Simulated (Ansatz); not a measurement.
**CuAgI2: complex band structure**

A new crystal, CuAgI2: structure, gap and complex bands. It is built by putting Cu for part of the Ag in the AgI structure of space group P6_3mc, with the volume rescaled by atomic radii. The parent structure comes from the Materials Project.

Calculated with Ansatz 0.2.0; PBEsol DFT, plane waves, PAW files, in the first sound run; inputs show where later runs differ.

The structure was built from a prototype and need not be the compound's stable phase.

## Step 1: The starting structure

The structure is trigonal, space group P3m1 (No. 156). The conventional cell has a = 4.595 Å, b = 4.595 Å, c = 7.449 Å, α = 90.00°, β = 90.00°, γ = 120.00°. Ag has 4 I at 2.80 to 2.82 Å nearest. Cu has 4 I at 2.80 to 2.82 Å nearest. Nearest to I lie 3 Cu at 2.80 Å and 1 Ag at 2.82 Å. Nearest to I lie 3 Ag at 2.80 Å and 1 Cu at 2.82 Å. It derives from AgI. Cu for part of the Ag in the AgI structure of space group P6_3mc. Farther neighbours and most contacts between anions are not listed.

Structure file:

```cif
data_structure
_symmetry_space_group_name_H-M 'P 1'
_symmetry_Int_Tables_number 1
_cell_length_a 4.5947
_cell_length_b 4.5947
_cell_length_c 7.4493
_cell_angle_alpha 90.000
_cell_angle_beta 90.000
_cell_angle_gamma 120.000
_cell_volume 136.20
loop_
_atom_site_label
_atom_site_type_symbol
_atom_site_fract_x
_atom_site_fract_y
_atom_site_fract_z
_atom_site_occupancy
Ag1 Ag 0.33333 0.66667 0.00098 1
Cu2 Cu 0.66667 0.33333 0.50098 1
I3 I 0.33333 0.66667 0.37892 1
I4 I 0.66667 0.33333 0.87892 1
```

## Step 2: Relaxing the new crystal

The substituted atoms don't fit the parent's cell, so cell and atoms relax together. A small smearing keeps the run stable in case the gap closes on the way.

File input.yaml:

```yaml
crystal:
  lattice:
    - [4.5947387779, 0.0, 0.0]
    - [-2.2973693889, 3.9791605054, 0.0]
    - [0.0, 0.0, 7.4492741062]
  atoms:
    - { symbol: Ag, position: [0.3333333333, 0.6666666667, 0.00098414] }
    - { symbol: Cu, position: [0.6666666667, 0.3333333333, 0.50098414] }
    - { symbol: I, position: [0.3333333333, 0.6666666667, 0.37891586] }
    - { symbol: I, position: [0.6666666667, 0.3333333333, 0.87891586] }
kpoints:
  mp_grid: { grid: [6, 6, 4] }
scf:
  occupations: { method: gaussian, width: 0.03 }
hamiltonian:
  xc: pbesol
output:
  forces: true
  stress: true
relax:
  f_tol: 0.02
  max_steps: 60
  cell: {}
```

Command:

```
$ ansatz run input.yaml --threads 2 --pin off --max-ram 4096MiB --backend cpu --events-out ev --progress --plain --runs-dir out
```

Numbers of over 12 decimals in the logs are rounded to 6 here.

Output:

```text
Engine: ansatz 0.2.0, x86_64-unknown-linux-gnu
Pseudopotentials: kind: paw
Pseudopotential: Ag, paw, valence charge 19, recommended cutoff 420 eV (normal), Ag.paw.azcp
Pseudopotential: Cu, paw, valence charge 19, recommended cutoff 420 eV (normal), Cu.paw.azcp
Pseudopotential: I, paw, valence charge 17, recommended cutoff 420 eV (normal), I.paw.azcp
Functional definition: PBEsol
  exchange = pbesol_x
  correlation = pbesol_c
Crystal: 4 atoms, lattice volume = 136.197 Å³
Basis set: ecut = 420 eV, 2719 PW (Γ), exchange–correlation on 64×64×100 points (8 copies of the dense FFT grid, shifted against one another)
Bands: 44, of which v1, the nominal top of the filled ones, is band 36 counted from 1 (35 counted from 0)
Symmetry: 6 space group operations
Space group: P3m1 (ITA 156), of the structure as read, at distance tolerance 5.1e-5 Å
k-points: 24 of 144 (time reversal used)
Non-local potential: Ag, projectors of the file, l = 0: 3, l = 1: 2, l = 2: 2, l = 3: 1
Non-local potential: Cu, projectors of the file, l = 0: 3, l = 1: 2, l = 2: 3, l = 3: 1
Non-local potential: I, projectors of the file, l = 0: 2, l = 1: 2, l = 2: 2, l = 3: 2
PAW form: soft (Blöchl's): semilocal exchange-correlation on the pseudo side does not see the compensation charge
PAW frozen core: Ag, regenerated for the run's functional, and the local potential with it (the file was generated under x = pbe(κ = 0.804, μ = 0.219515), c = pbe(β = 0.066725))
PAW frozen core: Cu, regenerated for the run's functional, and the local potential with it (the file was generated under x = pbe(κ = 0.804, μ = 0.219515), c = pbe(β = 0.066725))
PAW frozen core: I, regenerated for the run's functional, and the local potential with it (the file was generated under x = pbe(κ = 0.804, μ = 0.219515), c = pbe(β = 0.066725))
PAW one-centre angular grid: Ag, 590 points (default); XC on 64 Gauss nodes
PAW one-centre angular grid: Cu, 590 points (default); XC on 64 Gauss nodes
PAW one-centre angular grid: I, 590 points (default); XC on 64 Gauss nodes
Initial density: superposition of atomic densities (neutral atoms: chi_scale 0, normalization atom), corrected by the library's trained network
Initial wavefunctions: pseudopotential atomic-orbital guess
Functional: x = pbesol(κ = 0.804, μ = 0.123457), c = pbesol(β = 0.046)
SCF iter   1: F=—  HF=-28975.791465 eV  |F-HF|=—  |Δ(HF+E_count)|=         —  Δρ=5.79e-3  dr2=3.27e-2  ethr=1.77e-3  ⟨swp⟩=7.9  Hψ=4673  notcnv=0  defer=10
preconditioner: auto → Resta (q_TF=auto, 2.453 Å⁻¹)  ε∞=5.8  [insulator: Δε(μ)=0.754 eV  Ē_g=8.752 eV  σ=0.030 eV  W_gap=1.00  n_scr=34 (ndim 8)  ℏωp=19.1 eV  f_vac=0.228  D(μ)=0.00/eV (n_scr^D=0)  ε∞_Penn≈5.8]
SCF iter   2: F=—  HF=-28975.786518 eV  |F-HF|=—  |Δ(HF+E_count)|=   4.95e-3  Δρ=3.49e-3  dr2=1.32e-2  ethr=4.54e-5  ⟨swp⟩=2.2  Hψ=2243  notcnv=0  defer=67
SCF iter   3: F=—  HF=-28975.783279 eV  |F-HF|=—  |Δ(HF+E_count)|=   3.24e-3  Δρ=1.70e-3  dr2=3.77e-3  ethr=1.84e-5  ⟨swp⟩=2.0  Hψ=1976  notcnv=0  defer=67
SCF iter   4: F=—  HF=-28975.782706 eV  |F-HF|=—  |Δ(HF+E_count)|=   5.72e-4  Δρ=5.23e-4  dr2=6.54e-4  ethr=5.24e-6  ⟨swp⟩=2.0  Hψ=1150  notcnv=0  defer=67
SCF iter   5: F=—  HF=-28975.782761 eV  |F-HF|=—  |Δ(HF+E_count)|=   5.43e-5  Δρ=1.69e-4  dr2=7.01e-5  ethr=9.08e-7  ⟨swp⟩=2.0  Hψ=1366  notcnv=0  defer=67
SCF iter   6: F=—  HF=-28975.782842 eV  |F-HF|=—  |Δ(HF+E_count)|=   8.15e-5  Δρ=6.15e-5  dr2=1.29e-5  ethr=9.74e-8  ⟨swp⟩=2.0  Hψ=1374  notcnv=0  defer=67
SCF iter   7: F=—  HF=-28975.782857 eV  |F-HF|=—  |Δ(HF+E_count)|=   1.49e-5  Δρ=2.49e-5  dr2=1.14e-6  ethr=1.79e-8  ⟨swp⟩=2.0  Hψ=1412  notcnv=0  defer=67
SCF iter   8: F=—  HF=-28975.782860 eV  |F-HF|=—  |Δ(HF+E_count)|=   2.61e-6  Δρ=6.78e-6  dr2=1.02e-7  ethr=1.58e-9  ⟨swp⟩=2.0  Hψ=1421  notcnv=0  defer=67
SCF iter   9: F=-28975.782860 eV  HF=-28975.782860 eV  |F-HF|=1.16e-8  |Δ(HF+E_count)|=   1.53e-7  Δρ=3.95e-6  dr2=1.92e-8  ethr=1.39e-10  ⟨swp⟩=4.8  Hψ=3606  notcnv=0
SCF 1 converged in 9 iterations: F = -28975.782860 eV  dr2 = 1.92e-8
  greatest PAW one-centre occupation: 1.001 electrons in one spin orbital (limit 2), on the Ag atom at site 0 (counted from 0), in its partial waves of l = 0
relax step   1: F+E_penalty+E_count = -28975.78285985 eV  Δ(F+E_penalty+E_count) = +0.000e0 eV  max|allowed force component| = 6.524e-1 eV/Å  Δτ_max = 0.0000 Å  P = -3.484 GPa  Ω = 136.197 Å³  (9 SCF iters, dr2 threshold 1.00e-7 eV, accepted)
Crystal: 4 atoms, lattice volume = 121.298 Å³
Basis set: ecut = 420 eV, 2345 PW (Γ), exchange–correlation on 64×64×100 points (8 copies of the dense FFT grid, shifted against one another)
Initial density: handed on by an earlier stage of this run
Initial wavefunctions: those handed on with the density
iter 1 solved again at ethr=5.19e-4 eV; its pass at ethr=3.10e-3 eV (dr2=3.73e-1 eV) is discarded
SCF iter   1: F=—  HF=-28976.187123 eV  |F-HF|=—  |Δ(HF+E_count)|=         —  Δρ=1.41e-2  dr2=3.77e-1  ethr=5.19e-4  ⟨swp⟩=1.9  Hψ=6102  notcnv=0
preconditioner: auto → Resta (q_TF=auto, 2.501 Å⁻¹)  ε∞=5.7  [insulator: Δε(μ)=0.810 eV  Ē_g=9.290 eV  σ=0.030 eV  W_gap=1.00  n_scr=34 (ndim 8)  ℏωp=20.2 eV  f_vac=0.177  D(μ)=0.00/eV (n_scr^D=0)  ε∞_Penn≈5.7]
SCF iter   2: F=—  HF=-28976.119961 eV  |F-HF|=—  |Δ(HF+E_count)|=   6.72e-2  Δρ=6.65e-3  dr2=6.75e-2  ethr=5.19e-4  ⟨swp⟩=4.0  Hψ=2203  notcnv=0
SCF iter   3: F=—  HF=-28976.110679 eV  |F-HF|=—  |Δ(HF+E_count)|=   9.28e-3  Δρ=8.38e-3  dr2=5.67e-2  ethr=9.38e-5  ⟨swp⟩=3.0  Hψ=2335  notcnv=0  defer=63
SCF iter   4: F=—  HF=-28976.098371 eV  |F-HF|=—  |Δ(HF+E_count)|=   1.23e-2  Δρ=1.47e-3  dr2=2.49e-3  ethr=7.88e-5  ⟨swp⟩=2.3  Hψ=1345  notcnv=0  defer=63
SCF iter   5: F=—  HF=-28976.098348 eV  |F-HF|=—  |Δ(HF+E_count)|=   2.30e-5  Δρ=4.22e-4  dr2=3.55e-4  ethr=3.46e-6  ⟨swp⟩=2.5  Hψ=1835  notcnv=0  defer=63
SCF iter   6: F=—  HF=-28976.098410 eV  |F-HF|=—  |Δ(HF+E_count)|=   6.22e-5  Δρ=1.91e-4  dr2=7.75e-5  ethr=4.94e-7  ⟨swp⟩=2.0  Hψ=1254  notcnv=0  defer=63
SCF iter   7: F=—  HF=-28976.098450 eV  |F-HF|=—  |Δ(HF+E_count)|=   4.01e-5  Δρ=1.05e-4  dr2=1.57e-5  ethr=1.08e-7  ⟨swp⟩=2.0  Hψ=1373  notcnv=0  defer=63
SCF iter   8: F=—  HF=-28976.098462 eV  |F-HF|=—  |Δ(HF+E_count)|=   1.16e-5  Δρ=2.21e-5  dr2=8.50e-7  ethr=2.18e-8  ⟨swp⟩=2.0  Hψ=1392  notcnv=0  defer=63
SCF iter   9: F=-28976.098463 eV  HF=-28976.098463 eV  |F-HF|=1.20e-7  |Δ(HF+E_count)|=   1.01e-6  Δρ=1.40e-5  dr2=2.01e-7  ethr=5.56e-10  ⟨swp⟩=5.0  Hψ=3912  notcnv=0
SCF 2 converged in 9 iterations: F = -28976.098463 eV  dr2 = 2.01e-7
relax step   2: F+E_penalty+E_count = -28976.09846317 eV  Δ(F+E_penalty+E_count) = -3.156e-1 eV  max|allowed force component| = 3.719e-1 eV/Å  Δτ_max = 0.1977 Å  P = -0.732 GPa  Ω = 121.298 Å³  energy of the carried Pulay correction = +3.155e-3 eV  (9 SCF iters, dr2 threshold 4.00e-7 eV, accepted)
Crystal: 4 atoms, lattice volume = 117.384 Å³
Basis set: ecut = 420 eV, 2309 PW (Γ), exchange–correlation on 64×64×100 points (8 copies of the dense FFT grid, shifted against one another)
iter 1 solved again at ethr=2.13e-5 eV; its pass at ethr=3.10e-3 eV (dr2=1.54e-2 eV) is discarded
SCF iter   1: F=—  HF=-28976.134637 eV  |F-HF|=—  |Δ(HF+E_count)|=         —  Δρ=3.50e-3  dr2=1.59e-2  ethr=2.13e-5  ⟨swp⟩=2.7  Hψ=6040  notcnv=0
preconditioner: auto → Resta (q_TF=auto, 2.515 Å⁻¹)  ε∞=5.7  [insulator: Δε(μ)=1.064 eV  Ē_g=9.454 eV  σ=0.030 eV  W_gap=1.00  n_scr=34 (ndim 8)  ℏωp=20.6 eV  f_vac=0.173  D(μ)=0.00/eV (n_scr^D=0)  ε∞_Penn≈5.7]
SCF iter   2: F=—  HF=-28976.130132 eV  |F-HF|=—  |Δ(HF+E_count)|=   4.50e-3  Δρ=1.65e-3  dr2=3.08e-3  ethr=2.13e-5  ⟨swp⟩=2.0  Hψ=1872  notcnv=0
SCF iter   3: F=—  HF=-28976.129505 eV  |F-HF|=—  |Δ(HF+E_count)|=   6.27e-4  Δρ=1.25e-3  dr2=1.24e-3  ethr=4.28e-6  ⟨swp⟩=2.0  Hψ=1999  notcnv=0
SCF iter   4: F=—  HF=-28976.129248 eV  |F-HF|=—  |Δ(HF+E_count)|=   2.58e-4  Δρ=5.94e-4  dr2=2.43e-4  ethr=1.72e-6  ⟨swp⟩=2.0  Hψ=2009  notcnv=0
SCF iter   5: F=—  HF=-28976.129186 eV  |F-HF|=—  |Δ(HF+E_count)|=   6.16e-5  Δρ=1.66e-4  dr2=2.87e-5  ethr=3.37e-7  ⟨swp⟩=2.0  Hψ=1255  notcnv=0
SCF iter   6: F=—  HF=-28976.129192 eV  |F-HF|=—  |Δ(HF+E_count)|=   5.76e-6  Δρ=4.45e-5  dr2=3.70e-6  ethr=3.98e-8  ⟨swp⟩=2.0  Hψ=1365  notcnv=0
SCF iter   7: F=—  HF=-28976.129195 eV  |F-HF|=—  |Δ(HF+E_count)|=   3.60e-6  Δρ=1.90e-5  dr2=6.07e-7  ethr=5.13e-9  ⟨swp⟩=2.0  Hψ=1488  notcnv=0
SCF iter   8: F=-28976.129196 eV  HF=-28976.129196 eV  |F-HF|=4.52e-8  |Δ(HF+E_count)|=   7.38e-7  Δρ=4.34e-6  dr2=3.15e-8  ethr=5.56e-10  ⟨swp⟩=4.5  Hψ=3559  notcnv=0
SCF 3 converged in 8 iterations: F = -28976.129196 eV  dr2 = 3.15e-8
relax step   3: F+E_penalty+E_count = -28976.12919623 eV  Δ(F+E_penalty+E_count) = -3.073e-2 eV  max|allowed force component| = 1.336e-1 eV/Å  Δτ_max = 0.0753 Å  P = +0.414 GPa  Ω = 117.384 Å³  energy of the carried Pulay correction = +4.046e-3 eV  (8 SCF iters, dr2 threshold 4.00e-7 eV, accepted)
[...]
relax step   4: F+E_penalty+E_count = -28976.13566795 eV  Δ(F+E_penalty+E_count) = -6.472e-3 eV  max|allowed force component| = 3.562e-2 eV/Å  Δτ_max = 0.0251 Å  P = -0.002 GPa  Ω = 118.355 Å³  energy of the carried Pulay correction = +3.822e-3 eV  (7 SCF iters, dr2 threshold 4.00e-7 eV, accepted)
[...]
relax step   5: F+E_penalty+E_count = -28976.13696685 eV  Δ(F+E_penalty+E_count) = -1.299e-3 eV  max|allowed force component| = 1.067e-2 eV/Å  Δτ_max = 0.0133 Å  P = +0.015 GPa  Ω = 118.184 Å³  energy of the carried Pulay correction = +3.861e-3 eV  (7 SCF iters, dr2 threshold 7.93e-8 eV, accepted)
Basis set: ecut = 420 eV, 2299 PW (Γ), exchange–correlation on 60×60×100 points (8 copies of the dense FFT grid, shifted against one another)
Initial wavefunctions: pseudopotential atomic-orbital guess (no wavefunctions were taken with the density)
iter 1 solved again at ethr=5.24e-7 eV; its pass at ethr=3.10e-3 eV (dr2=3.77e-4 eV) is discarded
SCF iter   1: F=—  HF=-28976.132765 eV  |F-HF|=—  |Δ(HF+E_count)|=         —  Δρ=2.17e-4  dr2=8.91e-6  ethr=5.24e-7  ⟨swp⟩=3.0  Hψ=7294  notcnv=0
preconditioner: auto → Resta (q_TF=auto, 2.512 Å⁻¹)  ε∞=5.7  [insulator: Δε(μ)=1.024 eV  Ē_g=9.421 eV  σ=0.030 eV  W_gap=1.00  n_scr=34 (ndim 8)  ℏωp=20.5 eV  f_vac=0.174  D(μ)=0.00/eV (n_scr^D=0)  ε∞_Penn≈5.7]
SCF iter   2: F=—  HF=-28976.132765 eV  |F-HF|=—  |Δ(HF+E_count)|=   6.01e-7  Δρ=2.29e-4  dr2=3.51e-5  ethr=1.24e-8  ⟨swp⟩=2.0  Hψ=1920  notcnv=0
SCF iter   3: F=—  HF=-28976.132771 eV  |F-HF|=—  |Δ(HF+E_count)|=   6.12e-6  Δρ=1.65e-4  dr2=1.54e-5  ethr=1.24e-8  ⟨swp⟩=2.6  Hψ=1938  notcnv=0
SCF iter   4: F=—  HF=-28976.132777 eV  |F-HF|=—  |Δ(HF+E_count)|=   6.26e-6  Δρ=1.07e-5  dr2=5.81e-8  ethr=1.24e-8  ⟨swp⟩=2.0  Hψ=1920  notcnv=0
SCF iter   5: F=—  HF=-28976.132772 eV  |F-HF|=—  |Δ(HF+E_count)|=   5.27e-6  Δρ=8.29e-6  dr2=2.08e-8  ethr=8.07e-11  ⟨swp⟩=2.0  Hψ=1920  notcnv=0
SCF iter   6: F=—  HF=-28976.132772 eV  |F-HF|=—  |Δ(HF+E_count)|=   5.13e-8  Δρ=2.70e-6  dr2=4.10e-9  ethr=2.89e-11  ⟨swp⟩=2.0  Hψ=1920  notcnv=0
SCF iter   7: F=—  HF=-28976.132772 eV  |F-HF|=—  |Δ(HF+E_count)|=   1.02e-9  Δρ=5.33e-7  dr2=2.66e-10  ethr=5.70e-12  ⟨swp⟩=2.0  Hψ=1440  notcnv=0
SCF iter   8: F=—  HF=-28976.132772 eV  |F-HF|=—  |Δ(HF+E_count)|=  2.80e-10  Δρ=1.60e-7  dr2=5.87e-11  ethr=1.00e-12  ⟨swp⟩=1.4  Hψ=1125  notcnv=0
SCF iter   9: F=-28976.132772 eV  HF=-28976.132772 eV  |F-HF|=3.64e-12  |Δ(HF+E_count)|=  8.00e-11  Δρ=4.83e-8  dr2=4.40e-12  ethr=1.00e-12  ⟨swp⟩=4.2  Hψ=3333  notcnv=0
SCF 6 converged in 9 iterations: F = -28976.132772 eV  dr2 = 4.40e-12
relax step   6: F+E_penalty+E_count = -28976.13277174 eV  Δ(F+E_penalty+E_count) = +4.195e-3 eV  max|allowed force component| = 1.106e-2 eV/Å  Δτ_max = 0.0000 Å  P = +0.014 GPa  Ω = 118.184 Å³  stress off target by 1.63e-2 GPa  SCF on the basis re-selected at this cell (its energy is not comparable with the rows above)  (9 SCF iters)
basis re-selected at this cell: Δ(F+E_penalty+E_count) = +4.195e-3 eV, ΔP = -0.001 GPa vs the last step (what re-selecting the basis moved, of the pressure what is left beyond the Pulay correction that the steps carried, after the strain that the cell walked since its last selection, with what the two solves' SCF thresholds leave and, on support functions, any second-order correction that the steps lacked; it is no measure of the basis error at this ecutwfc). The dense FFT grid was sized anew with the basis: this SCF ran on 30×30×50 points, the steps before it on 32×32×50, so part of this shift can come from that change (see relax.cell in the input reference). [rest of the remark cut]
SCF converged after 9 iterations
Free energy (F): -28976.132772 eV
Harris-Foulkes:  -28976.132772 eV  (|F-HF|=3.64e-12)
Internal energy: -28976.132772 eV  (E = F + TS)
E sigma→0 (E₀):  -28976.132772 eV
Fermi energy:    8.609788 eV
--- Per-component energies (eV) ---
  E_band       = -1616.543735
  E_kinetic    = 1208.048097
  E_local      = -12978.680435  (includes V_loc(G=0)·N_el)
  E_nonlocal   = 313.660954
  E_hartree    = 6082.601808
  E_xc         = -523.405189
  E_vxc        = -601.911802  (∫ρ·V_xc dr)
  E_paw        = -14949.856393  (= ΣΔE_a)
  E_vpaw       = -1722.864865  (= ΣTr[D̂ρ^β])
  E_aug_tail   = 0.000589  (compensation charges beyond the density's cutoff)
  E_ewald      = -8129.855429
  E_core_change = 1.353225  (= ΣΔE_core)
  E_smearing   = -0.000000  (= −TS)
  E_closure    = 0.000000  (closes the sum)
  Σ components = -28976.132772   (vs F -28976.132772, Δ=0.00e0)
--- Forces (eV/Å), atoms counted from 1 ---
  atom   1  Ag    -0.00000000    -0.00000000     0.00308277
  atom   2  Cu    -0.00000000    -0.00000000     0.00917253
  atom   3  I      0.00000000     0.00000000    -0.00119411
  atom   4  I     -0.00000000    -0.00000000    -0.01106099
  max |Σ_I F_I| component: 2.03e-7 eV/Å
--- Stress (GPa, compression-positive) ---
        0.012732      -0.000000       0.000000
       -0.000000       0.012732      -0.000000
        0.000000      -0.000000       0.016270
  P = ⅓ Tr σ = 0.0139 GPa (0.139 kbar)
--- Relaxed structure (5 steps of the walk, 5 accepted, 1 SCFs on fresh bases) ---
  F+E_penalty+E_count = -28976.13277174 eV   max|allowed force component| = 1.106e-2 eV/Å   (the final SCF, on the basis selected at the relaxed cell)
  cell:  # Å, volume = 118.1845 Å³
    - [4.322145, -2.7154791651221784e-11, 0]
    - [-2.161073, 3.743088, -2.006558200414798e-17]
    - [0, -3.756420989960228e-17, 7.305183]
  atoms:
    - { symbol: Ag, position: [0.333333, 0.666667, 0.017587] }
    - { symbol: Cu, position: [0.666667, 0.333333, 0.497744] }
    - { symbol: I, position: [0.333333, 0.666667, 0.393210] }
    - { symbol: I, position: [0.666667, 0.333333, 0.851259] }
```

Elapsed: 30 s, on 2 threads of Intel Xeon Platinum 8488C (Sapphire Rapids), shared host; peak memory 0.52 GiB.

Step by step:

```csv
step,energy less that of the first step (eV),largest force component (eV/Å),pressure (GPa),volume (Å³)
1,0.0000,0.6524,-3.48,136.20
2,-0.3156,0.3719,-0.73,121.30
3,-0.3463,0.1336,0.41,117.38
4,-0.3528,0.0356,0.00,118.35
5,-0.3541,0.0107,0.02,118.18
6*,-0.3499,0.0111,0.01,118.18
```

Relaxation steps marked * repeat the geometry before them on a plane-wave basis chosen anew for their cell, so energy and pressure can jump there.

The run keeps the 6 symmetry operations that it works with, so distortions that break them were not tested.

```csv
"conventional cell, symmetrised",before,after,change
a (Å),4.595,4.322,-5.9 %
b (Å),4.595,4.322,-5.9 %
c (Å),7.449,7.305,-1.9 %
volume (Å³/atom),34.05,29.55,-13.2 %
```

The atoms that moved most (Å, as changes of fractional coordinates times the final cell):

```csv
atom,dx,dy,dz,length
I4,0.000,0.000,-0.202,0.202
Ag1,0.000,0.000,0.121,0.121
I3,0.000,0.000,0.104,0.104
Cu2,0.000,0.000,-0.024,0.024
```

Final coordinates:

```xyz
4
Lattice="4.3221 0.0000 0.0000 -2.1611 3.7431 0.0000 0.0000 0.0000 7.3052" Properties=species:S:1:pos:R:3 pbc="T T T"
Ag    0.0000    2.4954    0.1285
Cu    2.1611    1.2477    3.6361
I     0.0000    2.4954    2.8725
I     2.1611    1.2477    6.2186
```

This step gave:

```
free energy  : -28976.1328 eV
Fermi energy : 8.610 eV
pressure     : 0.01391 GPa
```

The largest force component on a free atom ends at 0.011 eV/Å.

## Step 3: The bulk crystal and its band edges

The energy window and the wavevectors of the next steps follow from the band edges, so these are searched first, off the mesh as well.

File input.yaml:

```yaml
crystal:
  lattice:
    - [4.3221452307, 0.0, 0.0]
    - [-2.1610726153, 3.7430875687, 0.0]
    - [0.0, 0.0, 7.3051831033]
  atoms:
    - { symbol: Ag, position: [0.3333333333, 0.6666666667, 0.0175870599] }
    - { symbol: Cu, position: [0.6666666667, 0.3333333333, 0.4977440022] }
    - { symbol: I, position: [0.3333333333, 0.6666666667, 0.3932101291] }
    - { symbol: I, position: [0.6666666667, 0.3333333333, 0.8512588089] }
kpoints:
  mp_grid: { grid: [6, 6, 4] }
  band_path: { path: [VBM, CBM], npoints: 30 }
scf:
  occupations: { method: fixed }
hamiltonian:
  xc: pbesol
output:
  eigenvalues: true
  write_potential: true
  write_density: true
  volumetric_format: npy
```

Output:

```text
[...]
Crystal: 4 atoms, lattice volume = 118.184 Å³
Basis set: ecut = 420 eV, 2299 PW (Γ)
Bands: 44, of which v1, the nominal top of the filled ones, is band 36 counted from 1 (35 counted from 0)
Symmetry: 6 space group operations
[...]
k-points: 24 of 144 (time reversal used)
[...]
SCF iter   1: F=—  HF=-28976.141682 eV  |F-HF|=—  |Δ(HF+E_count)|=         —  Δρ=6.25e-3  dr2=3.35e-2  ethr=1.77e-3  ⟨swp⟩=5.1  Hψ=3596  notcnv=0  defer=137
[...]
SCF iter   9: F=-28976.132778 eV  HF=-28976.132778 eV  |F-HF|=7.11e-9  |Δ(HF+E_count)|=   5.18e-8  Δρ=4.37e-6  dr2=1.84e-8  ethr=1.39e-10  ⟨swp⟩=12.2  Hψ=4598  notcnv=0
SCF 1 converged in 9 iterations: F = -28976.132778 eV  dr2 = 1.84e-8
[...]
NSCF: frozen V_eff on 34 k-points
[...]
SCF converged after 9 iterations
Free energy (F): -28976.132778 eV
[...]
Internal energy: -28976.132778 eV  (E = F + TS)
E sigma→0 (E₀):  -28976.132778 eV
Fermi energy:    8.097632 eV
[...]
--- Band table (eV; the first three rows and the last of 24) ---
  k-point 0: bands = [... 32 lower, 7.2477, 7.9587, 8.0976, 8.0976, 9.1213, 10.4776, 13.1945, 13.2142, ... 4 higher]
  k-point 1: bands = [... 32 lower, 7.3265, 7.3585, 7.9911, 7.9911, 9.8411, 10.5664, 12.8804, 13.2831, ... 4 higher]
  k-point 2: bands = [... 32 lower, 7.4430, 7.4430, 7.8474, 7.8474, 10.2134, 10.8607, 12.6660, 13.3823, ... 4 higher]
  k-point 23: bands = [... 32 lower, 6.4112, 6.6603, 6.8451, 7.0931, 11.3446, 11.5952, 12.8493, 13.4310, ... 4 higher]
```

Run time: 16 s. Hardware: 2 threads; peak memory 0.47 GiB.

Numbers from this step:

```
Fermi energy        : 8.098 eV
gap on the k-mesh   : 1.024 eV
gap on path         : 1.024 eV, by band count; negative where bands overlap
direct gap on path  : 1.024 eV
edge places on path : 0, 0 1/A along the path
```

Levels at VBM (eV): -5.32, -4.59, -4.59, -4.59, -3.87, -3.87, -3.41, -3.41, -2.46, -1.88, -1.88, -0.85, -0.85, -0.14, 0.00, 0.00, 1.02, 2.38, 5.10, 5.12, 5.12, 6.52, 6.52, 7.49.

The searched edges give 1.02 eV, as on the mesh.

(Continued in part 2 of 3.)

[Logs are printed without paths, hosts, clocks, repeated set-up lines and the standing remarks that a program may print on its own settings, such as how far it seeks lower states.]

[Hosts, paths, dates, database ids (printed as entryN), source tags and the programs' standing remarks are cut or masked in the printed files.]

[New means built here by substitution; the compound itself may be known and measured.]
